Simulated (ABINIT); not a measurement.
# Y2CrH6 (Fm-3m): G0W0 with ABINIT, start to end, part 3 of 3

Aim: the G0W0 gap of Y2CrH6 (Fm-3m) on LDA, step by step.

ABINIT 10.8.3; LDA and many-body steps on it, plane waves. Known limits of the many-body steps: not at the basis limit; mesh may overstate the screening; no spin polarisation; d states lean on the start; no spin-orbit coupling; coarse k mesh.

So far. Step 4 (Empty states on the mesh, 2×2×2 mesh, 60 bands): On this mesh the gap is 0.246 eV. Step 5 (Screening, 2×2×2 mesh, 56 bands, screening to 87.1 eV): Local fields lower ε∞ by 17 %. On a Γ-centred mesh this coarse the value itself is usually too large, while a short band sum pulls it down.

**6. Self-energy, 2×2×2 mesh, 56 bands, screening to 87.1 eV**

The self-energy is evaluated for the states that the input lists, and the levels follow from it, in one-shot runs by the linearised quasiparticle equation.

This step: G0W0 on LDA, plane waves, norm-conserving pseudopotentials.

Input file run.abi:

```
acell 3*1.0 Angstrom
rprim 
  0.000000000000 3.499313000000 3.499313000000
  3.499313000000 0.000000000000 3.499313000000
  3.499313000000 3.499313000000 -0.000000000000
ntypat 3
znucl 39 24 1
natom 9
typat 1 1 2 3 3 3 3 3 3
xred 
  0.750000000000 0.750000000000 0.750000000000
  0.250000000000 0.250000000000 0.250000000000
  0.000000000000 0.000000000000 0.000000000000
  0.754389000000 0.754389000000 0.245611000000
  0.245611000000 0.754389000000 0.245611000000
  0.754389000000 0.245611000000 0.245611000000
  0.245611000000 0.245611000000 0.754389000000
  0.754389000000 0.245611000000 0.754389000000
  0.245611000000 0.754389000000 0.754389000000
pp_dirpath "pseudos"
pseudos "Y.upf, Cr.upf, H.upf"
ecut 43
ngkpt 2 2 2
nshiftk 1
shiftk 0 0 0
kptopt 1
chksymbreak 0
istwfk *1
occopt 1
irdwfk 1
optdriver 4
nband 56
gwcalctyp 0
ecutsigx 43
symsigma 1
nkptgw 2
kptgw 
  0.0000000000 0.0000000000 0.0000000000
  0.5000000000 0.5000000000 0.0000000000
bdgw 
  19 23
  20 23
ecuteps 3.2
irdscr 1
ppmodel 1
indata_prefix "in"
outdata_prefix "out"
tmpdata_prefix "tmp"
```

Started as:

```console
OMP_NUM_THREADS=1 mpirun -n 4 abinit run.abi > log
```

Numbers of over 12 decimals in the logs are rounded to 6 here.

The program printed:

```text
.Version 10.8.3 of ABINIT. v10.8.2 released Aug 2026.

 Symmetries : space group Fm -3 m (#225); Bravais cF (face-center cubic)
[... echo of the input left out ...]
== DATASET  1 ==================================================================
-   mpi_nproc: 4, omp_nthreads: 1 (-1 if OMP is not activated)

--- !DatasetInfo
iteration_state: {dtset: 1, }
dimensions: {natom: 9, nkpt: 3, mband: 56, nsppol: 1, nspinor: 1, nspden: 1, mpw: 7848, }
cutoff_energies: {ecut:  43.0, pawecutdg:  -1.0, }
electrons: {nelect:   4.20000000E+01, charge:   0.00000000E+00, occopt:   1.00000000E+00, tsmear:   1.00000000E-02, }

 SIGMA: Calculation of the GW corrections

 Based on a program developped by R.W. Godby, V. Olevano, G. Onida, and L. Reining.
 Incorporated in ABINIT by V. Olevano, G.-M. Rignanese, and M. Torrent.
.Using double precision arithmetic ; gwpc =  8

[... cell and pseudopotentials left out ...]
--------------------------------------------------------------------------------

 ==== K-mesh for the wavefunctions ====
 Number of points in the irreducible wedge :     3
[... list of points left out ...]
 Together with 48 symmetry operations and time-reversal symmetry
 yields     8 points in the full Brillouin Zone.

 ==== Q-mesh for screening function ====
 Number of points in the irreducible wedge :     3
[... list of points left out ...]
 Together with 48 symmetry operations and time-reversal symmetry
 yields     8 points in the full Brillouin Zone.

 vcoul_init : cutoff-mode = AUXILIARY_FUNCTION
 q-points for optical limit:   1
     1)      0.000010    0.000020    0.000030
 setmesh: FFT mesh size selected  =    60x   60x   60
          total number of points  =       216000

 Number of electrons calculated from density =   42.0000; Expected =   42.0000
 average of density, n =  0.072623
 r_s =    1.4869
 omega_plasma =   25.9952 [eV]

 === KS Band Gaps ===
  >>>> For spin  1
   Minimum direct gap =   0.4700 [eV], located at k-point      :   0.5000  0.5000  0.0000
   Fundamental gap    =   0.2463 [eV], Top of valence bands at :   0.0000  0.0000  0.0000
                                       Bottom of conduction at :   0.5000  0.5000  0.0000
 SIGMA fundamental parameters:
 PLASMON POLE MODEL  1
 number of plane-waves for SigmaX                 7799
 number of plane-waves for SigmaC and W            169
 number of plane-waves for wavefunctions          7799
 number of bands                                    56
 number of independent spin polarizations            1
 number of spinorial components                      1
 number of k-points in IBZ                           3
 number of q-points in IBZ                           3
 number of symmetry operations                      48
 number of k-points in BZ                            8
 number of q-points in BZ                            8
 number of frequencies for dSigma/dE                 9
 frequency step for dSigma/dE [eV]                0.25
 number of omega for Sigma on real axis              0
 max omega for Sigma on real axis  [eV]           0.00
 zcut for avoiding poles [eV]                     0.10

 EPSILON^-1 parameters (SCR file):
 dimension of the eps^-1 matrix on file            169
 dimension of the eps^-1 matrix used               169
 number of plane-waves for wavefunctions          7799
 number of bands                                    56
 number of q-points in IBZ                           3
 number of frequencies                               2
 number of real frequencies                          1
 number of imag frequencies                          1

 matrix elements of self-energy operator (all in [eV])

 Perturbative Calculation

--- !SelfEnergy_ee
iteration_state: {dtset: 1, }
kpoint     : [   0.000,    0.000,    0.000, ]
spin       : 1
KS_gap     :    1.912
QP_gap     :    2.412
Delta_QP_KS:    0.501
data: !SigmaeeData |
     Band     E0 <VxcDFT>   SigX SigC(E0)      Z dSigC/dE  Sig(E)    E-E0       E
       19   7.570 -20.024 -21.729   3.392   0.735  -0.361 -18.785   1.240   8.810
       20   7.570 -20.024 -21.729   3.392   0.735  -0.361 -18.785   1.240   8.810
       21   7.570 -20.024 -21.729   3.392   0.735  -0.361 -18.785   1.240   8.810
       22   9.482 -18.252 -10.839  -5.102   0.753  -0.328 -16.512   1.741  11.223
       23   9.482 -18.252 -10.839  -5.102   0.753  -0.328 -16.512   1.741  11.223

--- !SelfEnergy_ee
iteration_state: {dtset: 1, }
kpoint     : [   0.500,    0.500,    0.000, ]
spin       : 1
KS_gap     :    0.470
QP_gap     :    0.567
Delta_QP_KS:    0.097
data: !SigmaeeData |
     Band     E0 <VxcDFT>   SigX SigC(E0)      Z dSigC/dE  Sig(E)    E-E0       E
       20   7.347 -19.145 -20.583   3.166   0.740  -0.352 -17.867   1.278   8.625
       21   7.347 -19.145 -20.583   3.166   0.740  -0.352 -17.867   1.278   8.625
       22   7.817 -11.929  -6.589  -3.626   0.802  -0.246 -10.553   1.376   9.192
       23   8.805 -19.762 -12.527  -4.980   0.746  -0.340 -18.079   1.683  10.489

== END DATASET(S) ==============================================================
================================================================================

 -outvars: echo values of variables after computation  --------
           etotal      0.0000000000E+00
            nband          56
             nkpt           3
          spgroup         225
 [... the other variables as echoed above ...]

 Calculation completed.
```

Elapsed: 7.7 s, on 4 MPI ranks of Arm Neoverse N1, shared host; peak memory 0.86 GiB; 30 s of CPU time.

This step gave:

| Property | Result |
| --- | --- |
| G0W0 gap on the points computed | 0.3820 eV |
| starting gap on the mesh | 0.2463 eV |
| k of the valence top | 0, 0, 0 |
| k of the conduction bottom | 0.5, 0.5, 0 |
| Z at the valence top | 0.735 |
| Z at the conduction bottom | 0.802 |
| least direct G0W0 gap on the computed points | 0.5670 eV |

The gap on the mesh goes from 0.25 eV to 0.38 eV, a correction of +0.14 eV.

Limits: finite bands, cutoff and mesh; no spin polarisation; d states lean on the start; no spin-orbit coupling; coarse k mesh. v1 is the top filled band, c1 the lowest empty one. The levels before and after the correction (eV, zero at the valence-band top of each column):

|  | conduction bottom | valence top |
| --- | --- | --- |
| Kohn-Sham | 0.25 | 0.00 |
| G0W0 | 0.38 | 0.00 |

|  | level | energy (eV) |
| --- | --- | --- |
| Kohn-Sham | Γ v3-v1 | 0.000 |
| Kohn-Sham | Γ c1-c2 | 1.912 |
| Kohn-Sham | (0.5 0.5 0) v2-v1 | -0.224 |
| Kohn-Sham | (0.5 0.5 0) c1 | 0.246 |
| Kohn-Sham | (0.5 0.5 0) c2 | 1.235 |
| G0W0 | Γ v3-v1 | 0.000 |
| G0W0 | Γ c1-c2 | 2.413 |
| G0W0 | (0.5 0.5 0) v2-v1 | -0.185 |
| G0W0 | (0.5 0.5 0) c1 | 0.382 |
| G0W0 | (0.5 0.5 0) c2 | 1.679 |

**7. Where the time went**

Times are wall times on 4 MPI ranks of Arm Neoverse N1, shared host, good to a factor of about two.

| step | time | share | memory (GiB) |
| --- | --- | --- | --- |
| ground state | 1.9 min | 45 % | 0.5 |
| bands along the symmetry lines | 90 s | 36 % | 0.41 |
| empty states on the mesh | 29 s | 11 % | 0.35 |
| screening | 12 s | 5 % | 0.97 |
| self-energy | 7.7 s | 3 % | 0.86 |

**8. Summary of results**

| Quantity | Value |
| --- | --- |
| LDA gap | 0.25 eV, indirect |
| G0W0 gap on the mesh | 0.38 eV |
| GW settings | 2×2×2 mesh, 56 bands, screening to 87.1 eV, Godby-Needs plasmon pole |
| known limits | not at the basis limit; mesh may overstate the screening; no spin polarisation; d states lean on the start; no spin-orbit coupling; coarse k mesh |

In words: G0W0 moves the gap on the mesh from 0.25 eV to 0.38 eV (+0.14 eV), with Z of 0.73 and 0.80 at the edges. Local fields lower the RPA ε∞ on this mesh from 67.79 to 55.99; a Γ-centred mesh this coarse tends to raise both, most where the direct gap is narrow, while a short band sum lowers them. Only 2 of the mesh's irreducible points were corrected, so a valley elsewhere could overtake. Bands and cutoff are finite, so the gap is not at the basis limit. The miss can reach some tenths of an eV and take either sign; the mesh is an error of its own. In the G0W0 run levels were corrected at 2 k points alone, so a gap called «on the mesh» is the least over those, and an edge elsewhere would be missed. The 2×2×2 mesh is coarse for this cell, which bears on the long-range parts of exchange and screening. The RPA ε∞ on this mesh reaches over 25; with a narrow direct gap a coarse mesh can overstate it, and the correction is then too small. The runs have no spin polarisation. For a closed low-spin shell that is the natural state; where a d or f shell is open it is a constraint, and the gap is then not the crystal's own. With d states at the gap, one-shot GW leans hard on its start. The many-body steps are scalar-relativistic: spin-orbit coupling is not in them.

[Paths, hosts, dates, memory and timing lines, banners, echoed tables and standing remarks are left out of the program output.]

[Logs are printed without paths, hosts, clocks, repeated set-up lines and the standing remarks that a program may print on its own settings, such as how far it seeks lower states.]

[Runs of the session that timed out or met a known fault of the program may be left out.]

[Hosts, paths, dates, database ids (printed as entryN), source tags and the programs' standing remarks are cut or masked in the printed files.]

[G0W0 gaps are taken among the corrected bands and points alone; a level outside them can change the order at an edge.]

[Where Ansatz stands beside ABINIT at settings called matched, ABINIT's density can come from a denser mesh and the files from another edition; pairs whose starting gaps differed by over 0.03 eV were left out, so agreement reads better than it is.]
